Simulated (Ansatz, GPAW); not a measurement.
# Ballistic transport through hexatriene-1,6-dithiol between two Ni chains, from relaxation to T(E), part 2 of 3

How well does hexatriene-1,6-dithiol between two Ni chains conduct once its atoms have relaxed, and how much do cheaper levels lose?

GPAW 26.7.0 and Ansatz 0.2.0; Ansatz plane waves; relaxation of the junction with the lead ends held (the session's first sound run).

So far, conductance (G₀): step 3 (plane-wave reference (PBE)) 0.774.

## 4. GPAW, dzp

Localised orbitals split the wire into layers that couple to their neighbours alone, which is what the Green's function method needs; double zeta with polarisation is the usual level for numbers.

This step: GPAW LCAO, PAW setups; Landauer transmission from Green's functions with principal layers (ASE), zero bias (GPAW 26.7.0).

Input file run.py:

```python
import json
import numpy as np
from ase import Atoms
from ase.transport.calculators import TransportCalculator
from gpaw import GPAW, FermiDirac
from gpaw.lcao.tools import get_lcao_hamiltonian
from scipy.linalg import eigh

# The junction with lead layers at both ends, along the third cell vector
device = Atoms(
    ['Ni', 'Ni', 'Ni', 'Ni', 'Ni', 'Ni', 'Ni', 'Ni', 'S', 'C', 'H', 'H', 'C', 'C', 'H', 'H', 'C', 'C', 'H', 'H', 'C', 'S', 'Ni', 'Ni', 'Ni', 'Ni', 'Ni', 'Ni', 'Ni', 'Ni'],
    positions=[
        [6.04302, 4.50000, 1.08000],
        [6.04302, 4.50000, 3.24000],
        [6.04302, 4.50000, 5.40000],
        [6.04302, 4.50000, 7.56000],
        [6.04302, 4.50000, 9.72000],
        [6.04302, 4.50000, 11.88000],
        [4.92752, 5.38479, 13.54324],
        [5.62902, 4.53801, 15.44702],
        [4.27446, 4.25931, 17.01295],
        [4.53025, 4.43635, 18.69995],
        [6.64704, 4.39963, 19.08170],
        [3.56036, 4.49339, 19.20889],
        [5.64813, 4.45535, 19.52388],
        [5.52122, 4.51503, 20.93156],
        [7.58882, 4.43894, 21.44963],
        [4.50217, 4.57038, 21.33046],
        [6.56978, 4.49505, 21.84844],
        [6.44261, 4.55425, 23.25612],
        [8.53050, 4.51682, 23.57202],
        [5.44354, 4.60915, 23.69810],
        [7.56018, 4.57376, 24.08048],
        [7.81470, 4.75098, 25.76769],
        [6.45985, 4.46900, 27.33243],
        [7.16368, 3.62440, 29.23647],
        [6.04302, 4.50000, 30.90136],
        [6.04302, 4.50000, 33.06136],
        [6.04302, 4.50000, 35.22136],
        [6.04302, 4.50000, 37.38136],
        [6.04302, 4.50000, 39.54136],
        [6.04302, 4.50000, 41.70136]],
    cell=[[12.08605, 0.0, 0.0], [0.0, 9.0, 0.0], [0.0, 0.0, 42.78136]],
    pbc=True,
    magmoms=[1.0, 1.0, 1.0, 1.0, 1.0, 1.0, 1.0, 1.0, 0.0, 0.0, 0.0, 0.0, 0.0, 0.0, 0.0, 0.0, 0.0, 0.0, 0.0, 0.0, 0.0, 0.0, 1.0, 1.0, 1.0, 1.0, 1.0, 1.0, 1.0, 1.0])

# One principal layer of the lead: the first 5 atoms of the device
lead = Atoms(
    ['Ni', 'Ni', 'Ni', 'Ni', 'Ni'],
    positions=[
        [6.04302, 4.50000, 1.08000],
        [6.04302, 4.50000, 3.24000],
        [6.04302, 4.50000, 5.40000],
        [6.04302, 4.50000, 7.56000],
        [6.04302, 4.50000, 9.72000]],
    cell=[[12.08605, 0.0, 0.0], [0.0, 9.0, 0.0], [0.0, 0.0, 10.8]],
    pbc=True,
    magmoms=[1.0, 1.0, 1.0, 1.0, 1.0])

settings = dict(mode='lcao', basis='dzp', xc='PBE', h=0.18,
                occupations=FermiDirac(0.1), maxiter=250,
                mixer=dict(beta=0.05, nmaxold=8, weight=100.0),
                convergence=dict(density=0.0001))
energies = np.arange(-2, 2 + 1e-9, 0.025)
eta = 0.0001
n1, n2 = 1, 1
# k and -k transmit alike, so half of the mesh across the current serves
mesh = [(i, j) for i in range(n1) for j in range(n2) if (i, j) <= (-i % n1, -j % n2)]
weights = np.array([1 if (i, j) == (-i % n1, -j % n2) else 2 for i, j in mesh]) / (n1 * n2)

# [... helper functions left out ...]
fermi_lead = ground_state(lead, (1, 1, 11), 'lead.txt')
fermi_device = ground_state(device, (1, 1, 2), 'device.txt')
# [... loop over the mesh left out, but for ...]
        # Shift the lead onto the potential of the device's first layer
        shift = ((H[:, 0, 0] - H0[:, 0, 0]) / S0[0, 0]).real.mean()
# [...]
kT = 8.617333e-5 * 300
bias = [0.1, 0.2, 0.5, 1.0, 1.5, 2.0]
# [... integrals and printing left out ...]
```

On the command line:

```
$ OMP_NUM_THREADS=1 OPENBLAS_NUM_THREADS=1 python run.py
```

Elapsed: 51 min, on 1 thread of Arm Neoverse N1, shared host; peak memory 3.3 GiB.

Numbers from this step:

| Property | Result |
| --- | --- |
| conductance | 0.6809 G₀ |
| largest coupling past the next principal layer | 1.00e-5 eV |
| largest misfit of the first principal layer | 0.1006 eV |
| shift that aligns the lead | 4.83e-4 eV |
| basis functions of the junction | 566 |
| basis functions of a principal layer | 135 |
| transmission at the Fermi level, spin up | 0.5052 |
| transmission at the Fermi level, spin down | 0.7942 |

Each spin. The transmission, zone mean by energy, zero at the Fermi level:

```
energy (eV)  T, spin up  T, spin down
     -2.000       0.717         0.262
     -1.900       0.730        0.0830
     -1.800       0.226        0.0178
     -1.700      0.0572        0.0108
     -1.600      0.0397       0.00851
     -1.500       0.706       0.00581
     -1.475       0.936       0.00531
     -1.400       0.157       0.00564
     -1.300      0.0986        0.0111
     -1.200       0.152        0.0710
     -1.100       0.110         0.977
     -1.025       0.591         0.989
     -1.000       0.772         0.915
     -0.975       0.971         0.758
     -0.900      0.0979         0.423
     -0.850       0.827         0.825
     -0.800       0.183         0.682
     -0.700     0.00982        0.0965
     -0.600      0.0166        0.0463
     -0.500      0.0316        0.0730
     -0.400      0.0544         0.254
     -0.300       0.103         0.649
     -0.200       0.254         0.991
     -0.100       0.858         0.821
     -0.075       0.992         0.806
      0.000       0.505         0.794
      0.100       0.144         0.936
      0.200      0.0608         0.561
      0.300      0.0329         0.783
      0.400      0.0208         0.739
      0.500      0.0147         0.196
      0.600      0.0112        0.0867
      0.700     0.00927        0.0755
      0.800     0.00817        0.0438
      0.900     0.00767        0.0285
      1.000     0.00769        0.0211
      1.100     0.00828        0.0176
      1.200     0.00966        0.0166
      1.300      0.0125        0.0175
      1.400      0.0190        0.0211
      1.500      0.0480        0.0302
      1.600      0.0208        0.0573
      1.700       0.107         0.338
      1.800       0.790         0.120
      1.825       0.993         0.263
      1.900       0.274         0.910
      2.000       0.194         0.149
```

Not self-consistent under bias; the bias window is split evenly. Current through one cell, from the zero-bias transmission against bias:

```
bias (V)  current through one cell, from the zero-bias transmission (μA)
   0.100                                                            5.31
   0.200                                                            10.6
   0.500                                                            22.7
   1.000                                                            33.6
   1.500                                                            36.1
   2.000                                                            46.8
```

Transmission of the three most open eigenchannels against energy, zero at the Fermi level:

```
energy (eV)  channel 1 up  channel 2 up  channel 3 up  channel 1 down  channel 2 down  channel 3 down
    -2.0000         0.717        2.3e-4        5.8e-7           0.262               0               0
    -1.7500         0.102        1.4e-4        1.4e-6          0.0131          3.3e-5         9.7e-11
    -1.5000         0.703       0.00263        2.6e-6         0.00541          4.0e-4          3.4e-9
    -1.2500         0.104       0.00211        5.2e-6          0.0225          2.4e-4          6.0e-8
    -1.0000         0.771        3.5e-4        2.6e-5           0.914          6.3e-4          9.5e-7
    -0.7500        0.0316        1.9e-5        1.6e-8           0.252          3.1e-4          7.6e-7
    -0.5000        0.0316             0             0          0.0729          6.1e-5          1.3e-7
    -0.2500         0.154             0             0           0.899          1.8e-4          9.3e-7
     0.0000         0.505             0             0           0.794          3.4e-6          2.5e-7
     0.2500        0.0437             0             0           0.326          1.9e-4          9.4e-8
     0.5000        0.0147             0             0           0.196          3.6e-6          3.9e-8
     0.7500       0.00863             0             0          0.0570               0               0
     1.0000       0.00769             0             0          0.0211               0               0
     1.2500        0.0108             0             0          0.0168               0               0
     1.5000        0.0480             0             0          0.0302               0               0
     1.7500         0.267             0             0          5.8e-5          1.1e-9               0
     2.0000         0.193        6.8e-5        6.4e-8           0.149               0               0
```

Site moment by element, in μB:

| element | atoms | mean | spread (r.m.s.) | least | largest |
| --- | --- | --- | --- | --- | --- |
| Ni | 16 | 1.13 | 0.11 | 0.87 | 1.21 |
| S | 2 | 0.03 | 0.00 | 0.03 | 0.03 |
| C | 6 | 0.00 | 0.00 | 0.00 | 0.01 |
| H | 6 | 0.00 | 0.00 | 0.00 | 0.00 |

The atoms farthest from the mean of their element:

| atom | x, y, z (Å) | site moment (μB) |
| --- | --- | --- |
| Ni23 | 6.46, 4.47, 27.33 | 0.87 |
| Ni8 | 5.63, 4.54, 15.45 | 0.87 |
| Ni26 | 6.04, 4.50, 33.06 | 1.21 |
| Ni5 | 6.04, 4.50, 9.72 | 1.21 |
| Ni7 | 4.93, 5.38, 13.54 | 1.06 |
| Ni24 | 7.16, 3.62, 29.24 | 1.06 |
| Ni2 | 6.04, 4.50, 3.24 | 1.21 |
| Ni29 | 6.04, 4.50, 39.54 | 1.21 |

At the Fermi level T is 0.650 against 0.849 in plane waves. Couplings past the next layer reach 1.0e-5 eV, small enough to drop; the matrix elements of the cell's first layer differ from the bulk lead's by up to 0.10 eV. That layer keeps its own values in the calculation, and only beyond it is the lead taken as perfect. The Fermi levels of lead and junction count from different zeros of potential, one for each periodic cell; with both set to zero, the small remaining shift is what aligns them. By hand: G = 0.6809 × 77.48 μS = 52.8 μS, a resistance of 19.0 kΩ; at 0.1 V a linear junction would pass 5.28 μA, and the integral over the bias window gives 5.31 μA.

## 5. Single-zeta polarised basis

The second zeta is dropped, the polarisation orbitals stay.

run.py, as its differences from that of step 4:

```diff
@@ -59,3 +59,3 @@
 
-settings = dict(mode='lcao', basis='dzp', xc='PBE', h=0.18,
+settings = dict(mode='lcao', basis='szp(dzp)', xc='PBE', h=0.18,
                 occupations=FermiDirac(0.1), maxiter=250,
```

It took 59 min on 1 thread; peak memory 3.2 GiB.

This step gave:

* conductance: 0.4570 G₀
* largest coupling past the next principal layer: 1.01e-5 eV
* largest misfit of the first principal layer: 0.4953 eV
* shift that aligns the lead: -0.04838 eV
* basis functions of the junction: 336
* basis functions of a principal layer: 75
* transmission at the Fermi level, spin up: 0.05445
* transmission at the Fermi level, spin down: 0.7278

Each spin. Transmission, zone mean against energy, zero at the Fermi level:

```
energy (eV)  T, spin up  T, spin down
     -2.000       0.816         0.254
     -1.900       0.320       0.00341
     -1.800       0.189       0.00395
     -1.700       0.545       0.00472
     -1.675       0.946       0.00465
     -1.600       0.101       0.00400
     -1.500      0.0262       0.00570
     -1.400      0.0230        0.0113
     -1.300      0.0582        0.0250
     -1.200       0.970         0.121
     -1.175        1.03         0.237
     -1.125       0.885         0.884
     -1.100       0.804         0.987
     -1.000      0.0463         0.885
     -0.925       0.181         0.995
     -0.900       0.128         0.961
     -0.800      0.0158         0.422
     -0.700      0.0146        0.0109
     -0.600      0.0552        9.4e-4
     -0.500       0.129        0.0113
     -0.400       0.343        0.0266
     -0.300       0.977         0.163
     -0.200       0.407         0.448
     -0.100       0.124         0.878
      0.000      0.0544         0.728
      0.100      0.0301         0.893
      0.200      0.0195         0.653
      0.300      0.0141         0.658
      0.400      0.0113         0.928
      0.500     0.00973         0.256
      0.600     0.00910         0.144
      0.700     0.00922         0.107
      0.800      0.0102        0.0604
      0.900      0.0129        0.0423
      1.000      0.0228        0.0364
      1.100     0.00277        0.0386
      1.200      0.0210        0.0552
      1.300      0.0560         0.587
      1.400       0.368        0.0518
      1.500       0.995         0.399
      1.600       0.518         0.994
      1.700       0.269         0.578
      1.800       0.180         0.322
      1.900       0.141         0.218
      2.000       0.122         0.171
```

The conductance, 0.457 G₀, lies 33 % below that of the dzp run. The first layer now differs from the lead by 0.50 eV after a shift of -0.048 eV, a far poorer match of lead and junction than at the start, whatever the conductance shows.

## 6. Minimal basis

The minimal basis is the cheapest rung: no second zeta and no polarisation.

run.py, as its differences from that of step 5:

```diff
@@ -59,3 +59,3 @@
 
-settings = dict(mode='lcao', basis='szp(dzp)', xc='PBE', h=0.18,
+settings = dict(mode='lcao', basis='sz(dzp)', xc='PBE', h=0.18,
                 occupations=FermiDirac(0.1), maxiter=250,
```

It took 50 min on 1 thread; peak memory 3.1 GiB.

This step gave:

* conductance: 0.3550 G₀
* largest coupling past the next principal layer: 1.02e-5 eV
* largest misfit of the first principal layer: 0.5436 eV
* shift that aligns the lead: -0.04044 eV
* basis functions of the junction: 230
* basis functions of a principal layer: 60
* transmission at the Fermi level, spin up: 0.01403
* transmission at the Fermi level, spin down: 0.7575

The conductance, 0.355 G₀, lies 48 % below that of the dzp run. The first layer now differs from the lead by 0.54 eV after a shift of -0.040 eV, a far poorer match of lead and junction than at the start, whatever the conductance shows.

## 7. revPBE in the dzp basis: xc = "revPBE"

Back in the dzp basis, the functional changes from PBE to revPBE, to set the spread between functionals beside that between bases.

run.py, as its differences from that of step 6:

```diff
@@ -59,3 +59,3 @@
 
-settings = dict(mode='lcao', basis='sz(dzp)', xc='PBE', h=0.18,
+settings = dict(mode='lcao', basis='dzp', xc='revPBE', h=0.18,
                 occupations=FermiDirac(0.1), maxiter=250,
```

Wall time 1.7 h (1 thread); peak memory 3.3 GiB.

This step gave:

- conductance: 0.6766 G₀
- largest coupling past the next principal layer: 9.86e-6 eV
- largest misfit of the first principal layer: 0.3618 eV
- shift that aligns the lead: -0.03192 eV
- basis functions of the junction: 566
- basis functions of a principal layer: 135
- transmission at the Fermi level, spin up: 0.4081
- transmission at the Fermi level, spin down: 0.8655

The conductance, 0.677 G₀, lies 0.6 % below that of the dzp run. The first layer now differs from the lead by 0.36 eV after a shift of -0.032 eV, a far poorer match of lead and junction than at the start, whatever the conductance shows.

## 8. Without the relaxation: geometry = "as built"

The dzp basis with PBE on the structure as first built shows what the relaxation was worth.

run.py, as its differences from that of step 7:

```diff
@@ -18,20 +18,20 @@
         [6.04302, 4.50000, 11.88000],
-        [4.92752, 5.38479, 13.54324],
-        [5.62902, 4.53801, 15.44702],
-        [4.27446, 4.25931, 17.01295],
-        [4.53025, 4.43635, 18.69995],
-        [6.64704, 4.39963, 19.08170],
-        [3.56036, 4.49339, 19.20889],
-        [5.64813, 4.45535, 19.52388],
-        [5.52122, 4.51503, 20.93156],
-        [7.58882, 4.43894, 21.44963],
-        [4.50217, 4.57038, 21.33046],
-        [6.56978, 4.49505, 21.84844],
-        [6.44261, 4.55425, 23.25612],
-        [8.53050, 4.51682, 23.57202],
-        [5.44354, 4.60915, 23.69810],
-        [7.56018, 4.57376, 24.08048],
-        [7.81470, 4.75098, 25.76769],
-        [6.45985, 4.46900, 27.33243],
-        [7.16368, 3.62440, 29.23647],
+        [6.04302, 4.50000, 14.04000],
+        [6.04302, 4.50000, 16.20000],
+        [4.07303, 4.49998, 17.24500],
+        [4.18894, 4.49997, 18.97077],
+        [6.29796, 4.49999, 19.06598],
+        [3.25001, 4.49997, 19.51720],
+        [5.36167, 4.49998, 19.61987],
+        [5.45680, 4.49998, 21.06441],
+        [7.56357, 4.49999, 21.15823],
+        [4.52249, 4.49997, 21.62314],
+        [6.62926, 4.49998, 21.71695],
+        [6.72439, 4.49997, 23.16150],
+        [8.83605, 4.49997, 23.26417],
+        [5.78810, 4.49997, 23.71538],
+        [7.89712, 4.49997, 23.81060],
+        [8.01302, 4.49996, 25.53637],
+        [6.04302, 4.50000, 26.58136],
+        [6.04302, 4.50000, 28.74136],
         [6.04302, 4.50000, 30.90136],
@@ -59,3 +59,3 @@
 
-settings = dict(mode='lcao', basis='dzp', xc='revPBE', h=0.18,
+settings = dict(mode='lcao', basis='dzp', xc='PBE', h=0.18,
                 occupations=FermiDirac(0.1), maxiter=250,
```

It took 1.5 h on 1 thread; peak memory 3.3 GiB.

This step gave:

```
conductance                                    : 0.2190 G₀
largest coupling past the next principal layer : 1.00e-5 eV
largest misfit of the first principal layer    : 0.3293 eV
shift that aligns the lead                     : -0.02818 eV
transmission at the Fermi level, spin up       : 2.04e-5
transmission at the Fermi level, spin down     : 0.7881
```

The conductance, 0.219 G₀, lies 68 % below that of the dzp run. At 0.025 eV T drops to or jumps from 0.00951 where the lead's channel count changes: a band edge of the lead lies in the thermal window, and enters the average. The first layer now differs from the lead by 0.33 eV after a shift of -0.028 eV, a far poorer match of lead and junction than at the start, whatever the conductance shows.

## 9. Cost and result by level

Times are wall times on the hardware named with each run. The runs compared:

```
no.         run  conductance (G₀)    time  memory (GiB)
  1      pw PBE            0.7742     8 h           7.3
  2         dzp            0.6809  51 min           3.3
  3         szp            0.4570  59 min           3.2
  4          sz            0.3550  50 min           3.1
  5  dzp revPBE            0.6766   1.7 h           3.3
  6     asbuilt            0.2190   1.5 h           3.3
```

## 10. The levels side by side

The curves are compared point by point over the common energies.

This step: comparison of transmission and cost over codes, levels and geometry (GPAW 26.7.0).

Ladder, by row:

| step | code | T at the Fermi level (sum over the listed spins) | conductance (G0) | r.m.s. T(E) from the first | wall time (s) | peak memory (GiB) | threads |
| --- | --- | --- | --- | --- | --- | --- | --- |
| pw-pbe | Ansatz | 1.697 | 0.7742 | 0 | 28857 | 7.303 | 4 |
| dzp | GPAW | 1.299 | 0.6809 | 0.3165 | 3070 | 3.27 | 1 |
| szp | GPAW | 0.7823 | 0.457 | 0.4845 | 3553 | 3.19 | 1 |
| sz | GPAW | 0.7716 | 0.355 | 0.5431 | 3002 | 3.1 | 1 |
| dzp-revPBE | GPAW | 1.274 | 0.6766 | 0.3366 | 6113 | 3.3 | 1 |
| asbuilt | GPAW | 0.7881 | 0.219 | 0.5785 | 5447 | 3.27 | 1 |

Table of transmission, zone mean, sum over the listed spins by energy, zero at the Fermi level:

| energy (eV) | pw-pbe | dzp | szp | sz | dzp-revPBE | asbuilt |
| --- | --- | --- | --- | --- | --- | --- |
| -2.000 | 0.847 | 0.979 | 1.07 | 0.472 | 1.08 | 0.191 |
| -1.950 | 1.36 | 1.25 | 0.481 | 0.375 | 1.41 | 0.0796 |
| -1.800 | 0.525 | 0.243 | 0.193 | 0.348 | 0.175 | 0.0367 |
| -1.600 | 0.0455 | 0.0482 | 0.105 | 0.0170 | 0.0556 | 0.970 |
| -1.400 | 0.493 | 0.163 | 0.0343 | 0.984 | 0.188 | 0.0128 |
| -1.200 | 0.835 | 0.223 | 1.09 | 0.901 | 0.165 | 0.0634 |
| -1.100 | 0.995 | 1.09 | 1.79 | 0.808 | 1.27 | 0.787 |
| -1.025 | 0.878 | 1.58 | 0.952 | 1.84 | 1.94 | 0.804 |
| -1.000 | 1.05 | 1.69 | 0.932 | 1.12 | 1.92 | 0.639 |
| -0.975 | 1.06 | 1.73 | 1.09 | 1.12 | 1.75 | 0.510 |
| -0.900 | 1.92 | 0.521 | 1.09 | 1.06 | 0.549 | 0.303 |
| -0.800 | 1.08 | 0.864 | 0.438 | 0.0414 | 0.876 | 0.229 |
| -0.600 | 0.180 | 0.0628 | 0.0561 | 0.223 | 0.0890 | 0.0336 |
| -0.400 | 0.923 | 0.309 | 0.370 | 0.478 | 0.336 | 8.9e-4 |
| -0.200 | 0.979 | 1.24 | 0.855 | 0.155 | 1.26 | 0.321 |
| -0.075 | 1.24 | 1.80 | 1.08 | 0.286 | 1.75 | 0.574 |
| 0.000 | 1.70 | 1.30 | 0.782 | 0.772 | 1.27 | 0.788 |
| 0.200 | 0.432 | 0.622 | 0.673 | 0.496 | 0.708 | 0.181 |
| 0.400 | 0.557 | 0.760 | 0.939 | 0.925 | 0.814 | 0.222 |
| 0.600 | 0.0778 | 0.0980 | 0.153 | 0.159 | 0.112 | 0.0282 |
| 0.800 | 0.0412 | 0.0520 | 0.0706 | 0.0594 | 0.0534 | 5.3e-5 |
| 1.000 | 0.0240 | 0.0288 | 0.0592 | 0.0407 | 0.0288 | 3.0e-5 |
| 1.200 | 0.0215 | 0.0262 | 0.0762 | 0.126 | 0.0256 | 3.7e-5 |
| 1.400 | 0.0286 | 0.0401 | 0.420 | 1.21 | 0.0380 | 7.6e-5 |
| 1.500 | 0.0394 | 0.0782 | 1.39 | 1.49 | 0.0711 | 1.2e-4 |
| 1.575 | 0.0560 | 0.0535 | 1.59 | 1.09 | 0.0484 | 1.7e-4 |
| 1.600 | 0.0649 | 0.0781 | 1.51 | 0.909 | 0.0703 | 1.9e-4 |
| 1.800 | 0.754 | 0.910 | 0.502 | 0.325 | 0.796 | 5.3e-4 |
| 1.825 | 1.36 | 1.26 | 0.455 | 0.301 | 1.22 | 6.1e-4 |
| 1.900 | 1.55 | 1.18 | 0.359 | 0.253 | 1.27 | 9.6e-4 |
| 2.000 | 0.219 | 0.343 | 0.293 | 0.218 | 0.354 | 0.863 |

(Part 2 of 3 ends here.)

[Logs are printed without paths, hosts, clocks, repeated set-up lines and the standing remarks that a program may print on its own settings, such as how far it seeks lower states.]

[Hosts, paths, dates, database ids (printed as entryN), source tags and the programs' standing remarks are cut or masked in the printed files.]
